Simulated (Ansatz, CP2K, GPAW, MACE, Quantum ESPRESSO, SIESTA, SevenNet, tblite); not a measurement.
# SIESTA runs on twisted graphene double bilayer, 27.80° (104 atoms)

Wanted: SIESTA inputs and outputs for twisted graphene double bilayer, 27.80° (104 atoms), checked against a plane-wave reference.

Program: SIESTA 5.4.2. Level of theory: the method is named at each step. Results are calculated unless marked as measured.

## Step 1: The structure

The cell holds 104 atoms: 104 C. Cell: a = 8.870 Å, b = 8.870 Å, c = 24.180 Å, α = 90.0°, β = 90.0°, γ = 120.0°. It derives from C (graphene). Graphene (a = 2.46 Å) under graphene (a = 2.46 Å), double bilayer, commensurate cell of 13 unit cells a layer, twist 27.80 deg; facing planes 3.33, 3.52, 3.33 Å apart as built; 14 Å of vacuum; minimised with a classical potential. Then every atom was moved at random, 0.05 Å r.m.s. a Cartesian component. Regions: layer 1, 26 atoms (26 C); layer 2, 26 atoms (26 C); layer 3, 26 atoms (26 C); layer 4, 26 atoms (26 C). Vacuum lies along c.

The yardstick, on the same geometry:

```
method                 : Kohn-Sham DFT, PBE, SSSP efficiency 1.3.0 pseudopotentials, plane waves (Quantum ESPRESSO 7.5); sssp-pbe-1.3.0-efficiency, cutoffs 45/360 Ry, Γ point
r.m.s. force component : 2.969 eV/Å
longest force          : 12.73 eV/Å
time                   : 3.6 min on 4 MPI ranks of Arm Neoverse V2, shared host
CPU time               : 14 min
```

## Step 2: PBE, DZP, shift 0.01 Ry, mesh 300 Ry

Method: Kohn-Sham DFT, PBE, PseudoDojo 0.4.1 norm-conserving pseudopotentials (converted to PSML), numerical atomic orbitals (DZP), diagonalisation.

The .psml files are PseudoDojo norm-conserving potentials that we converted to this format, checked against plane waves on the same files for H, C, O, Si, Ge and Ca alone.

input.fdf

```
SystemLabel cell
NumberOfAtoms 104
NumberOfSpecies 1
%block ChemicalSpeciesLabel
  1 6 C
%endblock ChemicalSpeciesLabel
LatticeConstant 1.0 Ang
%block LatticeVectors
  8.86970 0.00000 0.00000
  -4.43485 7.68139 0.00000
  0.00000 0.00000 24.18000
%endblock LatticeVectors
PAO.BasisSize DZP
PAO.EnergyShift 0.01 Ry
XC.Functional GGA
XC.Authors PBE
MeshCutoff 300 Ry
%block kgrid_Monkhorst_Pack
  1 0 0 0.0
  0 1 0 0.0
  0 0 1 0.0
%endblock kgrid_Monkhorst_Pack
SolutionMethod diagon
OccupationFunction FD
ElectronicTemperature 580 K
SCF.Mixer.Method Pulay
SCF.Mixer.Weight 0.05
SCF.Mixer.History 8
SCF.Mix Hamiltonian
MaxSCFIterations 300
SCF.DM.Tolerance 1e-04
SCF.H.Tolerance 1.0e-3 eV
WriteForces T
Write.HirshfeldPop T
Write.VoronoiPop T
Write.DM F
Write.H F
XML.Write F
AtomicCoordinatesFormat Fractional
%block AtomicCoordinatesAndAtomicSpecies
  0.12467 0.18718 0.29057 1
  0.17930 0.05690 0.29065 1
  0.19462 0.47171 0.29176 1
  0.25817 0.35933 0.28701 1
  0.28966 0.80749 0.29229 1
  0.32597 0.65879 0.29311 1
  0.36150 0.10445 0.29141 1
  0.42372 0.98998 0.29242 1
  0.44143 0.41324 0.28808 1
  0.47384 0.27795 0.28733 1
  0.51650 0.71831 0.29081 1
  0.55923 0.58396 0.29090 1
  0.59540 0.03441 0.29013 1
  0.63318 0.88722 0.29019 1
  0.67076 0.33341 0.29037 1
  0.71423 0.20823 0.29155 1
  0.73257 0.63026 0.28973 1
  0.79494 0.51215 0.29217 1
  0.82039 0.95071 0.28617 1
  0.85722 0.81374 0.28909 1
  0.88678 0.25185 0.28985 1
  0.95392 0.14063 0.29038 1
  0.97772 0.56808 0.29059 1
  0.02931 0.43353 0.29085 1
  0.04853 0.87588 0.28763 1
  0.11201 0.74573 0.29401 1
  0.25916 0.35085 0.43217 1
  0.30431 0.22654 0.43247 1
  0.33011 0.66691 0.43204 1
  0.37763 0.53294 0.42972 1
  0.42303 0.97872 0.43116 1
  0.45949 0.85285 0.42816 1
  0.48544 0.28151 0.42847 1
  0.54241 0.14786 0.42680 1
  0.56012 0.58840 0.42933 1
  0.61541 0.46265 0.42980 1
  0.63554 0.89904 0.42872 1
  0.68929 0.76994 0.43087 1
  0.72389 0.22014 0.42681 1
  0.76896 0.08454 0.42992 1
  0.79466 0.49959 0.43155 1
  0.85476 0.37715 0.43310 1
  0.87016 0.81604 0.43467 1
  0.92205 0.68512 0.43284 1
  0.95537 0.13381 0.42700 1
  0.99468 0.99374 0.43252 1
  0.02422 0.43464 0.43391 1
  0.07421 0.31238 0.43220 1
  0.09375 0.74899 0.43021 1
  0.15541 0.61975 0.43325 1
  0.18213 0.05739 0.42924 1
  0.23557 0.92208 0.42970 1
  0.74694 0.09914 0.57401 1
  0.78770 0.27678 0.56513 1
  0.66210 0.34603 0.57143 1
  0.71613 0.51557 0.56846 1
[... 44 atom lines left out ...]
  0.78757 0.27827 0.70795 1
  0.84171 0.45871 0.70953 1
  0.71603 0.50859 0.70943 1
  0.77677 0.69961 0.71134 1
%endblock AtomicCoordinatesAndAtomicSpecies
```

Started as:

```
$ OMP_NUM_THREADS=1 mpirun -np 2 siesta < input.fdf > output.txt
```

The log of the run:

```text
Version         : 5.4.2
reinit: System Name:
reinit: System Label: cell
initatom: Reading input for the pseudopotentials and atomic orbitals ----------
Species number:   1 Atomic number:    6 Label: C
Ground state valence configuration (from tables):   2s02  2p02  3d00  4f00
---- Processing specs for species: C
GGA--PBE XC_GGA_X_PBE--XC_GGA_C_PBE pb
C pseudopotential only contains V_ls up to l=1 -- lmxkb reset.
Using PAO.SplitTailNorm
%block ChemicalSpeciesLabel
    1    6 C                       # Species index, atomic number, species label
%endblock ChemicalSpeciesLabel
%block PAO.Basis                 # Define Basis set
C                     2                    # Species label, number of l-shells
 n=2   0   2                         # n, l, Nzeta
   4.484      3.048
   1.000      1.000
 n=2   1   2 P   1                   # n, l, Nzeta, Polarization, NzetaPol
   5.436      3.692
   1.000      1.000
%endblock PAO.Basis
coor:   Atomic-coordinates input format  =     Fractional
siesta: System type = slab
initatomlists: Number of atoms, orbitals, and projectors:    104  1352   832
siesta: ******************** Simulation parameters ****************************
Total number of electrons:   416.000000
Total ionic charge:   416.000000
 Kpoints in:            1 . Kpoints trimmed:            1
siesta: k-grid: Number of k-points = 1
siesta: k-points from Monkhorst-Pack grid
siesta: k-cutoff (effective) =     4.435 Ang
siesta: k-point supercell and displacements
siesta: k-grid:     1     0     0      0.000
siesta: k-grid:     0     1     0      0.000
siesta: k-grid:     0     0     1      0.000
                     ====================================
                        Single-point calculation
                     ====================================
outcell: Unit cell vectors (Ang):
        8.869700    0.000000    0.000000
       -4.434850    7.681390    0.000000
        0.000000    0.000000   24.180000
outcell: Cell vector modules (Ang)   :    8.869700    8.869704   24.180000
outcell: Cell angles (23,13,12) (deg):     90.0000     90.0000    120.0000
outcell: Cell volume (Ang**3)        :   1647.4227
Gamma-point calculation with multiply-connected orbital pairs
Gamma-point calculation with multiply-connected orbital pairs
Folding of H and S implicitly performed
Folding of H and S implicitly performed
new_DM -- step:     1
Initializing Density Matrix...
Attempting to read DM from file... Failed...
DM filled with atomic data:
InitMesh: MESH = 90 x 90 x 256 = 2073600
InitMesh: Mesh cutoff (required, used) =   300.000   309.791 Ry
stepf: Fermi-Dirac step function
        iscf     Eharris(eV)        E_KS(eV)     FreeEng(eV)     dDmax    Ef(eV) dHmax(eV)
   scf:    1   -16898.098309   -16987.225710   -16987.225710  1.872834 -5.746854  4.949304
   scf:    2   -16989.802516   -16988.531909   -16988.531909  0.008622 -5.608343  4.385191
   scf:    3   -16997.226295   -16994.467059   -16994.467059  0.092257 -4.644172  2.114143
   scf:    4   -16995.899331   -16995.403866   -16995.403866  0.019033 -4.484204  0.456831
   scf:    5   -16995.515065   -16995.463929   -16995.463929  0.007163 -4.382237  0.344417
   scf:    6   -16995.540949   -16995.516253   -16995.516253  0.002689 -4.408053  0.088932
   scf:    7   -16995.531288   -16995.525026   -16995.525026  0.002832 -4.384483  0.041290
   scf:    8   -16995.523934   -16995.524531   -16995.524531  0.000798 -4.396989  0.026314
   scf:    9   -16995.526805   -16995.525809   -16995.525809  0.001177 -4.397211  0.024119
   scf:   10   -16995.525917   -16995.525881   -16995.525881  0.000506 -4.410825  0.005679
   scf:   11   -16995.525948   -16995.525916   -16995.525916  0.000125 -4.410866  0.004312
   scf:   12   -16995.525975   -16995.525950   -16995.525950  0.000220 -4.411871  0.001699
   scf:   13   -16995.525953   -16995.525951   -16995.525951  0.000016 -4.411906  0.001524
   scf:   14   -16995.525956   -16995.525954   -16995.525954  0.000029 -4.412096  0.001125
   scf:   15   -16995.525955   -16995.525955   -16995.525955  0.000019 -4.412197  0.000601
SCF Convergence by DM+H criterion
max |DM_out - DM_in|         :     0.0000188870
max |H_out - H_in|      (eV) :     0.0006009189
SCF cycle converged after 15 iterations
Using DM_out to compute the final energy and forces
siesta: E_KS(eV) =           -16995.5260
siesta: E_KS - E_eggbox =    -16995.5260
siesta: Atomic forces (eV/Ang):
     1    4.513737   -1.195916   -0.552642
     2   -0.734581   -1.836006   -0.257478
     3    3.173490    6.236340   -0.239737
     4    0.829942   -0.218309    0.849489
     5    2.829448   -3.214387    0.543106
     6    0.940610    2.878144   -0.375227
     7   -3.542125   -0.239787   -0.297582
     8   -1.427616   -3.920879   -0.179530
     9   -4.661485   -3.148687   -0.260182
    10    6.734546    2.978620    0.648296
    11   -4.160355   -5.058537    0.333819
    12    0.834504    2.668010   -0.313253
[...]
100    2.943340   -4.632772   -0.895706
   101    2.752252   -0.620690    0.540987
   102    1.280633    0.038915   -0.265622
   103   -0.152403    3.879830   -0.299163
   104   -3.861851   -4.856458   -0.476030
----------------------------------------
   Tot    0.007326   -0.005001   -0.006395
----------------------------------------
   Max   11.517031
   Res    3.275217    sqrt( Sum f_i^2 / 3N )
----------------------------------------
   Max   11.517031    constrained
Stress tensor Voigt[x,y,z,yz,xz,xy] (kbar):     -131.14     -146.81        0.06       -2.64        2.55       -5.29
(Free)E + p*V (eV/cell)   -16900.2807
Target enthalpy (eV/cell)   -16995.5260
siesta: Program's energy decomposition (eV):
siesta: Ebs     =     -5618.265198
siesta: Eions   =     29344.818678
siesta: Ena     =      7718.935265
siesta: Ekin    =     11711.541333
siesta: Enl     =      -592.774458
siesta: DEna    =      -440.844192
siesta: DUscf   =        31.504710
siesta: Ex      =     -5547.331110
siesta: Ec      =      -531.738825
siesta: Exc     =     -6079.069934
siesta: Eharris =    -16995.525955
siesta: Etot    =    -16995.525955
siesta: FreeEng =    -16995.525955
siesta: Final energy (eV):
siesta:  Band Struct. =   -5618.265198
siesta:       Kinetic =   11711.541333
siesta:       Hartree =  100375.706670
siesta:         Exch. =   -5547.331110
siesta:         Corr. =    -531.738825
siesta:   Exch.-corr. =   -6079.069934
siesta:  Ion-electron = -211426.461326
siesta:       Ion-ion =   88422.757303
siesta:         Total =  -16995.525955
siesta:         Fermi =      -4.412197
siesta: Stress tensor (static) (eV/Ang**3):
siesta:    -0.081853   -0.003303    0.001589
siesta:    -0.003303   -0.091629   -0.001646
siesta:     0.001589   -0.001646    0.000038
siesta: Cell volume =       1647.422690 Ang**3
siesta: Pressure (static):
siesta:                Solid            Molecule  Units
siesta:           0.00062968          0.00106741  Ry/Bohr**3
siesta:           0.05781468          0.09800532  eV/Ang**3
siesta:          92.62932984        157.02182696  kBar
    Orbital volume contribution        =          39.489037 eV
    (Free)E + p_basis*V_orbitals       =      -16956.036918 eV
    (Free)Eharris+ p_basis*V_orbitals  =      -16956.036918 eV
siesta: Electric dipole (a.u.)  =   -0.000000   -0.000000   -0.005054
siesta: Electric dipole (Debye) =   -0.000000   -0.000000   -0.012845
Hirshfeld Atomic Populations:
Atom #   charge [q] valence [e]  Species
     1    -0.002732    4.002732  C
     2     0.003270    3.996730  C
     3    -0.008952    4.008952  C
     4     0.006119    3.993881  C
     5    -0.002328    4.002328  C
     6     0.013589    3.986411  C
     7    -0.003453    4.003453  C
     8     0.000992    3.999008  C
     9    -0.003258    4.003258  C
    10     0.004367    3.995633  C
    11    -0.006038    4.006038  C
    12    -0.000820    4.000820  C
[...]
--------------------
 Total    -0.000032
Voronoi Atomic Populations:
Atom #   charge [q] valence [e]  Species
[...]
100    -0.002824    4.002824  C
   101     0.006247    3.993753  C
   102    -0.010605    4.010605  C
   103     0.004241    3.995759  C
   104     0.005501    3.994499  C
--------------------
 Total    -0.000032
```

Elapsed: 1.9 min, on 2 MPI ranks of Arm Neoverse V2, shared host; peak memory 1.4 GiB.

Banners, paths, timers and routine set-up lines are dropped from the logs unmarked, and long logs keep their key lines alone; longer cuts are marked.

Compared with the plane-wave run:

```yaml
r_m_s_force_component: 3.275 eV/Å
r_m_s_difference_of_force_components: 352.4 meV/Å
longest_difference_of_force_vectors: 1764 meV/Å
force_difference_over_r_m_s_force: 11.87 %
slope_of_forces_against_the_reference_s: 1.101
correlation_of_force_components: 0.9984
```

The surroundings of C98, which bears the longest force, nearest first, numbered as they follow in the input and with coordinates relative to it.

| atom | x | y | z | distance (Å) | bonds | Hirshfeld charge (e) | Fx | Fy | Fz (eV/Å) |
| --- | --- | --- | --- | --- | --- | --- | --- | --- | --- |
| C98 | 0.00 | 0.00 | 0.00 | 0.00 | 3 | 0.00 | -8.77 | -11.52 | 0.26 |
| C95 | 0.94 | 0.82 | -0.03 | 1.25 | 3 | -0.01 | 8.72 | 7.26 | 0.14 |
| C79 | -1.48 | 0.28 | 0.03 | 1.50 | 3 | -0.01 | 9.00 | -5.07 | -0.25 |
| C97 | 0.27 | -1.59 | 0.01 | 1.61 | 3 | 0.01 | 5.27 | 7.33 | 0.04 |
| C80 | -1.73 | 1.53 | 0.00 | 2.31 | 3 | 0.00 | -4.41 | 10.83 | 0.79 |
| C96 | 0.67 | 2.24 | 0.03 | 2.34 | 3 | 0.01 | -3.17 | -0.38 | -1.07 |
| C90 | 2.36 | 0.44 | -0.04 | 2.40 | 3 | 0.01 | 1.11 | 0.97 | 0.46 |
| C92 | -2.31 | -0.74 | -0.09 | 2.43 | 3 | 0.01 | -7.00 | -3.49 | 0.77 |
| C104 | 1.72 | -1.87 | 0.05 | 2.54 | 3 | 0.00 | -3.86 | -4.86 | -0.48 |
| C86 | -0.72 | -2.49 | -0.01 | 2.59 | 3 | -0.01 | 0.58 | -4.53 | -0.13 |
| C101 | -0.75 | 2.58 | -0.03 | 2.69 | 3 | 0.00 | 2.75 | -0.62 | 0.54 |

Forces lie 12 % from the reference's, at 0.27 times its CPU time (on 2 against 4 cores).

## Step 3: PBE, SZP, shift 0.01 Ry, mesh 300 Ry

Method: Kohn-Sham DFT, PBE, PseudoDojo 0.4.1 norm-conserving pseudopotentials (converted to PSML), numerical atomic orbitals (SZP), diagonalisation.

input.fdf: that of step 2 with these lines changed.

```diff
@@ -12,3 +12,3 @@
 %endblock LatticeVectors
-PAO.BasisSize DZP
+PAO.BasisSize SZP
 PAO.EnergyShift 0.01 Ry
```

The log of the run:

```text
Version         : 5.4.2
reinit: System Name:
reinit: System Label: cell
initatom: Reading input for the pseudopotentials and atomic orbitals ----------
Species number:   1 Atomic number:    6 Label: C
Ground state valence configuration (from tables):   2s02  2p02  3d00  4f00
---- Processing specs for species: C
GGA--PBE XC_GGA_X_PBE--XC_GGA_C_PBE pb
C pseudopotential only contains V_ls up to l=1 -- lmxkb reset.
Using PAO.SplitTailNorm
%block ChemicalSpeciesLabel
    1    6 C                       # Species index, atomic number, species label
%endblock ChemicalSpeciesLabel
%block PAO.Basis                 # Define Basis set
C                     2                    # Species label, number of l-shells
 n=2   0   1                         # n, l, Nzeta
   4.484
   1.000
[... lines left out ...]
Total number of electrons:   416.000000
[... lines left out ...]
stepf: Fermi-Dirac step function
        iscf     Eharris(eV)        E_KS(eV)     FreeEng(eV)     dDmax    Ef(eV) dHmax(eV)
[... lines left out ...]
SCF Convergence by DM+H criterion
[... lines left out ...]
SCF cycle converged after 13 iterations
[... lines left out ...]
   Max   12.644030
[... lines left out ...]
   Max   12.644030    constrained
Stress tensor Voigt[x,y,z,yz,xz,xy] (kbar):     -225.96     -243.55       10.50       -2.71        2.72       -7.39
[... lines left out ...]
siesta: Ena     =      7718.935265
siesta: Ekin    =     11006.114269
siesta: Enl     =      -399.994373
siesta: DEna    =        51.933994
siesta: DUscf   =        14.863162
siesta: Ex      =     -5406.167097
siesta: Ec      =      -534.075572
siesta: Exc     =     -5940.242668
siesta: Eharris =    -16893.209032
siesta: Etot    =    -16893.209031
siesta: FreeEng =    -16893.209031
siesta: Final energy (eV):
siesta:  Band Struct. =   -6304.902297
siesta:       Kinetic =   11006.114269
siesta:       Hartree =   99554.484193
siesta:         Exch. =   -5406.167097
siesta:         Corr. =    -534.075572
siesta:   Exch.-corr. =   -5940.242668
siesta:  Ion-electron = -209936.322127
siesta:       Ion-ion =   88422.757303
siesta:         Total =  -16893.209031
siesta:         Fermi =      -5.909486
siesta: Stress tensor (static) (eV/Ang**3):
siesta:    -0.141036   -0.004615    0.001699
siesta:    -0.004615   -0.152010   -0.001691
siesta:     0.001699   -0.001691    0.006552
siesta: Cell volume =       1647.422690 Ang**3
siesta: Pressure (static):
siesta:                Solid            Molecule  Units
siesta:           0.00104011          0.00155156  Ry/Bohr**3
siesta:           0.09549818          0.14245811  eV/Ang**3
siesta:         153.00495431        228.24305996  kBar
    Orbital volume contribution        =          33.151864 eV
    (Free)E + p_basis*V_orbitals       =      -16860.057167 eV
    (Free)Eharris+ p_basis*V_orbitals  =      -16860.057168 eV
siesta: Electric dipole (a.u.)  =   -0.000000   -0.000000   -0.013550
siesta: Electric dipole (Debye) =   -0.000000   -0.000000   -0.034442
Hirshfeld Atomic Populations:
Atom #   charge [q] valence [e]  Species
     1    -0.003626    4.003626  C
     2     0.003762    3.996238  C
     3    -0.009360    4.009360  C
[...]
--------------------
 Total    -0.000012
Voronoi Atomic Populations:
Atom #   charge [q] valence [e]  Species
[...]
103     0.004773    3.995227  C
   104     0.005844    3.994156  C
--------------------
 Total    -0.000012
```

It took 80 s on 2 MPI ranks; peak memory 1.2 GiB; 2.7 min of CPU time.

Against the reference:

```yaml
r_m_s_force_component: 3.548 eV/Å
r_m_s_difference_of_force_components: 721.3 meV/Å
longest_difference_of_force_vectors: 3321 meV/Å
force_difference_over_r_m_s_force: 24.3 %
slope_of_forces_against_the_reference_s: 1.185
correlation_of_force_components: 0.9912
```

This is a coarse setting, run to see what it loses.

Against the first run (12 %), the force difference from the reference is 24 %, at 0.69 times the CPU time, with 936 basis functions against 1352: the smaller basis costs accuracy.

[end of part 1 of 2]

[Also dropped from logs without a mark: logging warnings of Python, and SIESTA's first energy breakdown and zero terms.]

[Logs are printed without paths, hosts, clocks, repeated set-up lines and the standing remarks that a program may print on its own settings, such as how far it seeks lower states.]

[Hosts, paths, dates, database ids (printed as entryN), source tags and the programs' standing remarks are cut or masked in the printed files.]
